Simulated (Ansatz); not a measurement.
# Work function of fcc Pd face by face (PBEsol)

Does the work function of Pd follow how densely a face is packed?

All values are computed: Ansatz 0.2.0, PBEsol, plane waves, scalar-relativistic unless marked; slabs or sheets with vacuum, the vacuum level from the planar mean of the electrostatic potential.

```
 face  atoms in the slab  top-layer atoms per Å²  work function (eV)
(110)                 12                   0.093                4.95
(100)                  8                   0.132                5.22
(111)                  9                   0.152                5.39
```

The densest face listed is +0.44 eV against the most open one. That fits Smoluchowski's order: on an open face electrons flow from the ridges into the troughs, which leaves a dipole with its positive end outwards and lowers the barrier.

The slabs are 1×1 cuts on the parent's lattice, 13.4 to 17.8 Å between the outer relaxed layers.

[Logs are printed without paths, hosts, clocks, repeated set-up lines and the standing remarks that a program may print on its own settings, such as how far it seeks lower states.]
